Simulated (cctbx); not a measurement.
# Symmetry from intensities

Cell: a = 3.7420 Å, b = 8.2970 Å, c = 12.2410 Å, α = 78.24°, β = 88.31°, γ = 77.30°. Expected content of the cell: Cu4 Mn1 S10 Na2 Li3.

The data are simulated with cctbx, not measured: Mo Kα, λ = 0.71073 Å, to d = 0.77 Å, 95 % of the full sphere, strongest reflection 70000 counts, noise from counting, a 3 % proportional error and a noise floor of 2 counts (s.d.); no absorption, some extinction.

A first pass over the reflections prints:

```text
3125 reflections to d = 0.770 A
centring   violations  <I/sigma> of those
    A       1089 of  1567      9.9
    B       1064 of  1566      9.5
    C       1087 of  1565      9.9
    I       1108 of  1560     10.0
    R       1477 of  2108      9.9
    F       1620 of  2349      9.8
Laue class    unique    Rint  (classes that these axes allow; Friedel mates merged)
P -1             1649   0.020
space group    extra absences  I>4sigma  <I/sigma>
P 1                     0          0         -  acentric
P -1                    0          0         -  centric
Wilson B = 1.91 A^2   <|E^2-1|> = 1.451 (0.968 centric, 0.736 acentric)   E^2>4: 8.0 %
shell (A)         n   <I/sigma>
11.98 - 1.54    210     16.6
 1.54 - 1.22    190     14.6
 1.22 - 1.07    230     14.2
 1.07 - 0.97    198     11.5
 0.97 - 0.90    202     11.5
 0.90 - 0.85    221     11.1
 0.85 - 0.81    202      9.9
 0.81 - 0.77    196     10.6
```

**Question.** What are the lattice type, the Laue class and the likely space group?

Every centring test has many violations, so the lattice is primitive.

Only P -1 fits these axes (Rint 0.020); a search for a hidden higher lattice was not made.

2 settings pass the absence test. No glide or screw absences show, which leaves P 1 and P -1.

⟨|E²−1|⟩ = 1.451 is above even the centric ideal, a mark of pseudo-translation (a class of systematically weak reflections). The Wilson B of 1.91 Å² means U ≈ 0.0242 Å².

The true group is P-1 (no. 2), Laue class -1, centrosymmetric. The tables only narrow the choice to the tied entries; cell content, site symmetry and trial solutions must settle it.

The model was made for the exercise: a known structure type with other elements put in, its volume estimated, not relaxed; displacement parameters are assumed.

[Logs are printed without paths, hosts, clocks, repeated set-up lines and the standing remarks that a program may print on its own settings, such as how far it seeks lower states.]
